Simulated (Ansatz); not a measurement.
**Formation energy and levels of the hydrogen interstitial H_i (antibonding, by Br) in Li6MgBr8 (Fm-3m)**

Charge states of H_i (antibonding, by Br) in Li6MgBr8 (Fm-3m), set against the band edges. Model: a cell of 60 host atoms with 1 H put in.

Calculated with Ansatz 0.2.0; place-levels on PBEsol runs: charge-transition levels and formation energies with image-charge correction and potential alignment at the atomic sites.

## 1. The structure

The cell holds 61 atoms: 24 Li, 4 Mg, 32 Br and 1 H. Its edges and angles: a = 10.847 Å, b = 10.847 Å, c = 10.847 Å, α = 90.0°, β = 90.0°, γ = 90.0°. It derives from Li6MgBr8 (space group Fm-3m). Nearest the centre at fractional (0.500, 0.500, 0.609): H61 at 0.00 Å, Br52 at 1.58 Å, Br60 at 3.01 Å, Br44 at 3.01 Å, Br39 at 3.01 Å, Br46 at 3.01 Å, Li16 at 3.11 Å, Li12 at 3.11 Å.

Known beforehand: the electronic dielectric constant, 3.52, and the static one, 11.03, from a response run on this crystal (DFPT, PBEsol) at that run's own cell.

The cell's shortest repeat is 10.8 Å.

## 2. Charge states

A transition level is the Fermi level at which two charge states cost the same, so each charge needs its own total energy, at its own relaxed structure.

Random displacements of about 0.05 Å break the site symmetry at the start, so that the relaxation can reach a distorted minimum if there is one. Forces are taken at one point at (¼, ¼, ¼). The cell holds 1 electron more than the neutral one, with a uniform background that keeps it neutral on the whole.

The sampling was tested on the host first: at the k-points planned (1x1x1 shifted 0.25 0.25 0.25) its energy lies 0.000 eV an atom from the dense-mesh value, under the bound of 0.02 eV set for this test; that bounds the host's error, not the defect's.

One state's input; the others differ in charge, spin, start and seed, and in occupations where the table says so.

qm1.relax/input.yaml

```yaml
crystal:
  lattice:
    - [10.84714592, 0.0, 0.0]
    - [0.0, 10.84714592, 0.0]
    - [0.0, 0.0, 10.84714592]
  atoms:
    - { symbol: Li, position: [0.25, 0.0, 0.25] }
    - { symbol: Li, position: [0.25, 0.5, 0.75] }
[... 4 atom lines left out ...]
    - { symbol: Li, position: [0.5, 0.25, 0.75] }
[... 4 atom lines left out ...]
    - { symbol: Li, position: [0.5, 0.75, 0.75] }
[... 3 atom lines left out ...]
    - { symbol: Li, position: [0.75, 0.5, 0.75] }
[... 1 atom line left out ...]
    - { symbol: Li, position: [0.25, 0.75, 0.5] }
    - { symbol: Li, position: [0.75, 0.25, 0.5] }
[... 1 atom line left out ...]
    - { symbol: Li, position: [0.25, 0.25, 0.5] }
[... 2 atom lines left out ...]
    - { symbol: Li, position: [0.75, 0.75, 0.5] }
[... 3 atom lines left out ...]
    - { symbol: Mg, position: [0.5, 0.5, 0.0] }
[... 1 atom line left out ...]
    - { symbol: Br, position: [0.25, 0.75, 0.75] }
    - { symbol: Br, position: [0.75, 0.25, 0.75] }
[... 1 atom line left out ...]
    - { symbol: Br, position: [0.25, 0.25, 0.75] }
[... 2 atom lines left out ...]
    - { symbol: Br, position: [0.75, 0.75, 0.75] }
[... 2 atom lines left out ...]
    - { symbol: Br, position: [0.5, 0.24494824, 0.5] }
[... 4 atom lines left out ...]
    - { symbol: Br, position: [0.75505176, 0.5, 0.5] }
[... 1 atom line left out ...]
    - { symbol: Br, position: [0.24494824, 0.5, 0.5] }
[... 5 atom lines left out ...]
    - { symbol: Br, position: [0.5, 0.5, 0.75505176] }
[... 3 atom lines left out ...]
    - { symbol: Br, position: [0.5, 0.5, 0.24494824] }
[... 3 atom lines left out ...]
    - { symbol: Br, position: [0.5, 0.75505176, 0.5] }
    - { symbol: H, position: [0.5, 0.5, 0.608986] }
  host:
    repeats: [1, 1, 1]
    atoms:
      - { symbol: Li, position: [0.25, 0.0, 0.25] }
      - { symbol: Li, position: [0.25, 0.5, 0.75] }
      # ... 58 more atoms of the perfect host
total_charge: -1
basis:
  ecutwfc: 420
  xc_grid: 2
hamiltonian:
  xc: pbesol
kpoints:
  mp_grid: { grid: [1, 1, 1], shift: [0.25, 0.25, 0.25] }
scf:
  occupations: { method: fixed }
  max_iter: 80
output:
  forces: true
  charged_corrections:
    epsilon: 3.52
    static_epsilon: 11.03
    defect_position: [0.5, 0.5, 0.608986]
relax:
  f_tol: 0.02
  max_steps: 80
  random_displacement: { amplitude: 0.05, seed: 8696 }
checkpoint:
  write: "../qm1.relax.run"
  compress: false
  write_wavefunctions: true
  write_every: 100000
```

On the command line:

```console
$ ansatz run input.yaml --threads 4 --pin off --max-ram 7536MiB --backend cpu --events-out ev --progress --plain --runs-dir out
```

Defect states can disperse in a cell of this size, so the energy is taken again at a 2×2×2 shifted mesh, on the relaxed structure.

The run of this state that the levels use, under PBEsol:

qm1.point/input.yaml

```yaml
crystal:
  checkpoint: "../qm1.relax.run"
  host: checkpoint
total_charge: -1
basis:
  ecutwfc: 420
  xc_grid: 2
hamiltonian:
  xc: pbesol
kpoints:
  mp_grid: { grid: [2, 2, 2], shift: [0.5, 0.5, 0.5] }
scf:
  occupations: { method: fermi_dirac, width: 0.01 }
  max_iter: 80
output:
  forces: true
  eigenvalues: true
  charged_corrections:
    epsilon: 3.52
    static_epsilon: 11.03
    defect_position: [0.5, 0.5, 0.608986]
  eigenstates: { localisation: true }
  populations: true
  band_densities: [{ bands: [v1, v1] }, { bands: [c1, c1] }]
  write_density: true
  write_potential: true
  volumetric_format: npy
  elf: true
checkpoint:
  read: "../qm1.relax.run"
  write: "../qm1.point.run"
  compress: false
  write_wavefunctions: false
  write_every: 100000
```

Relaxations under PBEsol at one point at (¼, ¼, ¼); times on 4 threads of Arm Neoverse V1, shared host:

| charge | moment (μB) | occupations | outcome | steps | largest displacement against the far atoms (Å) | time |
| --- | --- | --- | --- | --- | --- | --- |
| −1 | 0 | fixed | converged | 8 | 1.17 | 86 s |
| 0 | 1 | fixed | converged | 9 | 1.18 | 3.5 min |
| +1 | 0 | fixed | converged | 13 | 1.23 | 2.3 min |

Single points under PBEsol at a 2×2×2 shifted mesh; times on 4 threads of Arm Neoverse V1, shared host:

| charge | moment (μB) | occupations | outcome | time |
| --- | --- | --- | --- | --- |
| −1 | 0 | fermi-dirac | converged | 1.8 min |
| 0 | 1 | fermi-dirac | converged | 3.5 min |
| +1 | 0 | fermi-dirac | converged | 99 s |

Distances (Å) from H61 to the nearest atoms after relaxation with PBEsol:

| charge | moment (μB) | 1. | 2. | 3. | 4. | 5. | 6. |
| --- | --- | --- | --- | --- | --- | --- | --- |
| −1 | 0 | Br 2.81 | Br 2.81 | Br 2.82 | Br 2.83 | Br 2.84 | Br 2.84 |
| 0 | 1 | Br 2.78 | Br 2.78 | Br 2.78 | Br 2.78 | Br 2.78 | Br 2.78 |
| +1 | 0 | Br 1.68 | Br 1.76 | Li 2.43 | Br 3.29 | Br 3.29 | Li 3.40 |

## 3. Levels against the band edges, PBEsol

A charged cell interacts with its images and the background, and its potential has another zero than the host's. place-levels removes the first by a point-charge model, screened by the static dielectric constant since the ions have relaxed around the charge, and the second by comparing potentials at atoms far from the defect.

The host is a run of the defect-free crystal in the same cutoffs, grids and k-points, so that basis and sampling errors cancel in part in the differences. Its band edges come from a run of the primitive cell that searches the zone for them. Chemical potentials are energies per atom of H (H2 molecule), run with the same functional and cutoff.

levels.point.yaml

```yaml
host:
  run: host.point.run
  levels_from: { run: edges.point.run }
states: [qm1.point.run, q0_M1.point.run, qp1.point.run]
geometry_from:
  qm1.point.run: qm1.relax.run
  q0_M1.point.run: q0_M1.relax.run
  qp1.point.run: qp1.relax.run
  host.point.run: host.relax.run
chemical_potentials:
  H:
    energy: -15.609288
    dataset: "<sha256 of the dataset>"
epsilon: 3.52
static_epsilon: 11.03
vertical:
  - { from: qm1.point.run, to: qm1.point_neutral.run }
  - { from: qp1.point.run, to: qp1.point_neutral.run }
```

On the command line:

```console
$ ansatz place-levels levels.point.yaml -- --threads 4 --pin off --max-ram 7536MiB
```

Numbers of over 12 decimals in the logs are rounded to 6 here.

The program printed:

```text
[... repeated set-up lines and file paths are left out, and long positions are rounded to six places ...]
(+1/0) 2.877 eV above the valence edge, 1.801 eV under the conduction edge
(0/-1) 4.048 eV above the valence edge, 0.630 eV under the conduction edge
formation energy of charge +1: -0.567 eV with the Fermi level at the valence edge
formation energy of charge 0: +2.310 eV with the Fermi level at the valence edge
formation energy of charge -1: +6.358 eV with the Fermi level at the valence edge
vertical -1 to 0: no energy, since no alignment is typed
  the change from vertical[0].from (qm1.point.run) to vertical[0].to (qm1.point_neutral.run): by its potential at epsilon 3.52 it stands at 0.502 0.502 0.502, with an rms radius of about 2.1 Å (1.2 1.2 1.2 Å across the planes of the cell's vectors); [...]
vertical +1 to 0: no energy, since no alignment is typed
  the change from vertical[1].from (qp1.point.run) to vertical[1].to (qp1.point_neutral.run): by its spins about the atoms it stands at 0.500 0.396 0.620, with an rms radius of about 3.6 Å (1.4 2.3 2.4 Å across the planes of the cell's vectors); [...]
  edges by pbesol of host.levels_from (edges.point.run), its mesh sampled to repeats of 38.35 Å (the valence edge +0.047 eV and the conduction edge -0.594 eV from those of the host's own run), gap 4.678 eV; the host is sampled to repeats of 30.68 Å
  the defect's cells are sampled to repeats of 30.68 Å, like sampling
  charge +1: -100198.7787 eV with its correction of +0.196 eV, at epsilon 11.03, aligned at sites: +0.0252 eV, mean over 33 atomic sites at or beyond 5.42 Å from the defect at [0.5000, 0.5000, 0.6090], with +0.004380 for the charge's moments and without [...]
  charge 0: +0.000 eV for its dipole among its images, +0.000 omitted
  charge -1: -100187.0808 eV with its correction of +0.155 eV, at epsilon 11.03, aligned at sites: +0.0155 eV, mean over 33 atomic sites at or beyond 5.42 Å from the defect at [0.5000, 0.5000, 0.6090], with +0.000000 for the charge's moments and without [...]
  of states[2] (qp1.point.run): it parts from the run at its places by a charge that spreads by about 2.4 Å along one vector (1.9 Å or more is wide), by the spins about the atoms, where the cell does not tell a trapped carrier from a band state. [...]
  of states[1] (q0_M1.point.run): stability_check_not_made
  of states[0] (qm1.point.run): its displacements don't fall off away from the defect: farther atoms stand 0.027 Å off the host's places. [...]
  of vertical[0].from (qm1.point.run): its displacements don't fall off away from the defect: farther atoms stand 0.027 Å off the host's places. [...]
  of vertical[0].to (qm1.point_neutral.run): its displacements don't fall off away from the defect: farther atoms stand 0.027 Å off the host's places. [...]
  of vertical[1].from (qp1.point.run): it parts from the run at its places by a charge that spreads by about 2.4 Å along one vector (1.9 Å or more is wide), by the spins about the atoms, where the cell does not tell a trapped carrier from a band state. [...]
```

The job ended after 0.39 s (4 threads of Arm Neoverse V1, shared host).

Levels between the charges placed, in eV above the valence top:

|  | gap (eV) | (+1/0) | (0/−1) |
| --- | --- | --- | --- |
| PBEsol | 4.68 | 2.88 | 4.05 |

Corrections by state:

| charge | moment (μB) | image terms and alignment (eV) | band filling (eV) | ε used | over the lowest of its charge, as the program ranks them, band filling apart (eV) |
| --- | --- | --- | --- | --- | --- |
| +1 | 0.0 | 0.196 | - | 11.03 | 0.000 |
| 0 | 1.0 | 0.000 | - | - | 0.000 |
| −1 | 0.0 | 0.155 | - | 11.03 | 0.000 |

The charged structures listed were also run neutral, and place-levels reads from each pair, by the potential or the spins, how wide the charge is by which they differ; that can be the carrier of either run.

| charge | rms radius (Å) | spread where it is widest against the cell (Å) | wide from (Å) | reading |
| --- | --- | --- | --- | --- |
| +1 | 3.6 | 2.35 | 1.88 | wide |
| −1 | 2.1 | 1.20 | 1.88 | narrow |

The neutral runs of these pairs need not share the spin of the lowest neutral state, and very wide values only mean spread over the cell.

From the program's caveats on the states, each cut to its opening words:

- charge +1: it parts from the run at its places by a charge that spreads by about 2.4 Å along one vector (1.9 Å or more is wide), by the spins about the atoms, where the [...]
- charge 0 (1 μB): flagged: stability check not made
- charge −1: its displacements don't fall off away from the defect: farther atoms stand 0.027 Å off the host's places

Chemical potentials of the elements' reference phases, run alike. Formation energy by charge state (elemental references; gap 4.68 eV):

| charge | at valence top (eV) | at conduction bottom (eV) | correction included (eV) |
| --- | --- | --- | --- |
| +1 | -0.57 | 4.11 | 0.20 |
| 0 | 2.31 | 2.31 | 0.00 |
| −1 | 6.36 | 1.68 | 0.16 |

```
Fermi level (eV)  lowest formation energy (eV)
            0.00                         -0.57
            0.42                         -0.14
            0.85                          0.28
            1.27                          0.71
            1.70                          1.13
            2.12                          1.56
            2.55                          1.99
            2.98                          2.31
            3.40                          2.31
            3.83                          2.31
            4.25                          2.10
            4.68                          1.68
```

## 4. The same at the relaxations' own k-points

The relaxations' own energies give the levels at their sampling, for comparison.

levels.relax_mesh.yaml

```yaml
host:
  run: host.relax.run
  levels_from: { run: edges.relax.run }
states: [qm1.relax.run, q0_M1.relax.run, qp1.relax.run]
chemical_potentials:
  H:
    energy: -15.609288
    dataset: "<sha256 of the dataset>"
```

On the command line:

```console
$ ansatz place-levels levels.relax_mesh.yaml -- --threads 4 --pin off --max-ram 7536MiB
```

The program printed:

```text
(+1/0) 2.885 eV above the valence edge, 1.792 eV under the conduction edge
(0/-1) 4.044 eV above the valence edge, 0.634 eV under the conduction edge
formation energy of charge +1: -0.575 eV with the Fermi level at the valence edge
formation energy of charge 0: +2.310 eV with the Fermi level at the valence edge
formation energy of charge -1: +6.354 eV with the Fermi level at the valence edge
  edges by pbesol of host.levels_from (edges.relax.run), its mesh sampled to repeats of 38.35 Å (the valence edge +0.047 eV and the conduction edge -0.595 eV from those of the host's own run), gap 4.678 eV; the host is sampled to repeats of 15.34 Å
[... the lines on each state left out ...]
```

Run time: 0.14 s. Hardware: 4 threads.

Levels between neighbouring charges, in eV above the valence top:

|  | gap (eV) | (+1/0) | (0/−1) |
| --- | --- | --- | --- |
| one point at (¼, ¼, ¼) | 4.68 | 2.89 | 4.04 |
| a 2×2×2 shifted mesh | 4.68 | 2.88 | 4.05 |

Going from one point at (¼, ¼, ¼) to a 2×2×2 shifted mesh moves the levels that carry no band-filling term by up to 0.01 eV and formation energies against the elements by up to 0.01 eV.

## 5. Summary of results

| Item | Value |
| --- | --- |
| gap of the host | 4.68 eV (PBEsol) |
| level (plus 1/0) | 2.88 eV above the valence top |
| level (0/minus 1) | 4.05 eV above the valence top |
| lowest of the charges placed, just above the valence top (0.02 eV) | +1 |
| lowest of the charges placed, just below the conduction bottom (0.02 eV) | −1 |
| lowest formation energy at mid-gap of the charges run, elemental references | 1.77 eV |

In words: Of the charges placed (−1, 0 and +1), the lowest changes at 2.88 eV (+1/0) and 4.05 eV (0/−1) above the valence top, in a gap of 4.68 eV. Charges above +1 and below −1 were not placed, so these runs say nothing of levels that involve them. States placed: +1 at 0 μB; 0 at 1 μB; −1 at 0 μB. Other spin states or structures, where not listed, weren't placed. At charge −1, 0 and +1 the atom put in ends up to 1.2 Å from its starting place, so the name tells the start alone and the levels can join different sites. H is taken at its element; compounds, which aren't counted here, bound the chemical potentials and would shift these formation energies. Going from one point at (¼, ¼, ¼) to a 2×2×2 shifted mesh moves the levels that carry no band-filling term by up to 0.01 eV and formation energies against the elements by up to 0.01 eV. Limits: PBEsol makes the gap too small and tends to spread out bound carriers.

[Logs are printed without paths, hosts, clocks, repeated set-up lines and the standing remarks that a program may print on its own settings, such as how far it seeks lower states.]

[Hosts, paths, dates, database ids (printed as entryN), source tags and the programs' standing remarks are cut or masked in the printed files.]

[Where a table of states has a column of steps, it counts the stored structures, which are thinned; the runs took as many ionic steps or more.]

[A defect's name tells the site on which it was built; relaxed atoms can leave that site.]

[For some hosts the program warned that the k-mesh of the response run may be too coarse for force constants and the static dielectric constant; such warnings are not shown here.]
